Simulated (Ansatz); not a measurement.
**Whose spectrum is this?**

Method: Ansatz, LDA, independent particles, without spin-orbit coupling, line width 0.15 eV (Gaussian); metals get a typed carrier damping. The response is along the first axis of the cell.

```csv
E (eV),Im ε
0.50,16.80
1.00,2.12
1.50,0.63
2.00,0.27
2.50,0.14
3.00,0.14
3.50,0.58
4.00,0.98
4.50,0.98
5.00,0.82
5.50,0.62
6.00,0.46
6.50,0.36
7.00,0.35
7.50,0.35
8.00,0.30
8.50,0.26
9.00,0.24
9.50,0.22
10.00,0.20
```

To which candidate does it belong?
A. Na (Im-3m)
B. ZnAu (Pm-3m)
C. Li (Im-3m)

C. Li (Im-3m): a metal, with a Drude term, main peak of the conductivity above 1 eV at 4.55 eV. The others: ZnAu (Pm-3m), a metal, with a Drude term, main peak of the conductivity above 1 eV at 7.67 eV; Na (Im-3m), a metal, with a Drude term.

[Logs are printed without paths, hosts, clocks, repeated set-up lines and the standing remarks that a program may print on its own settings, such as how far it seeks lower states.]
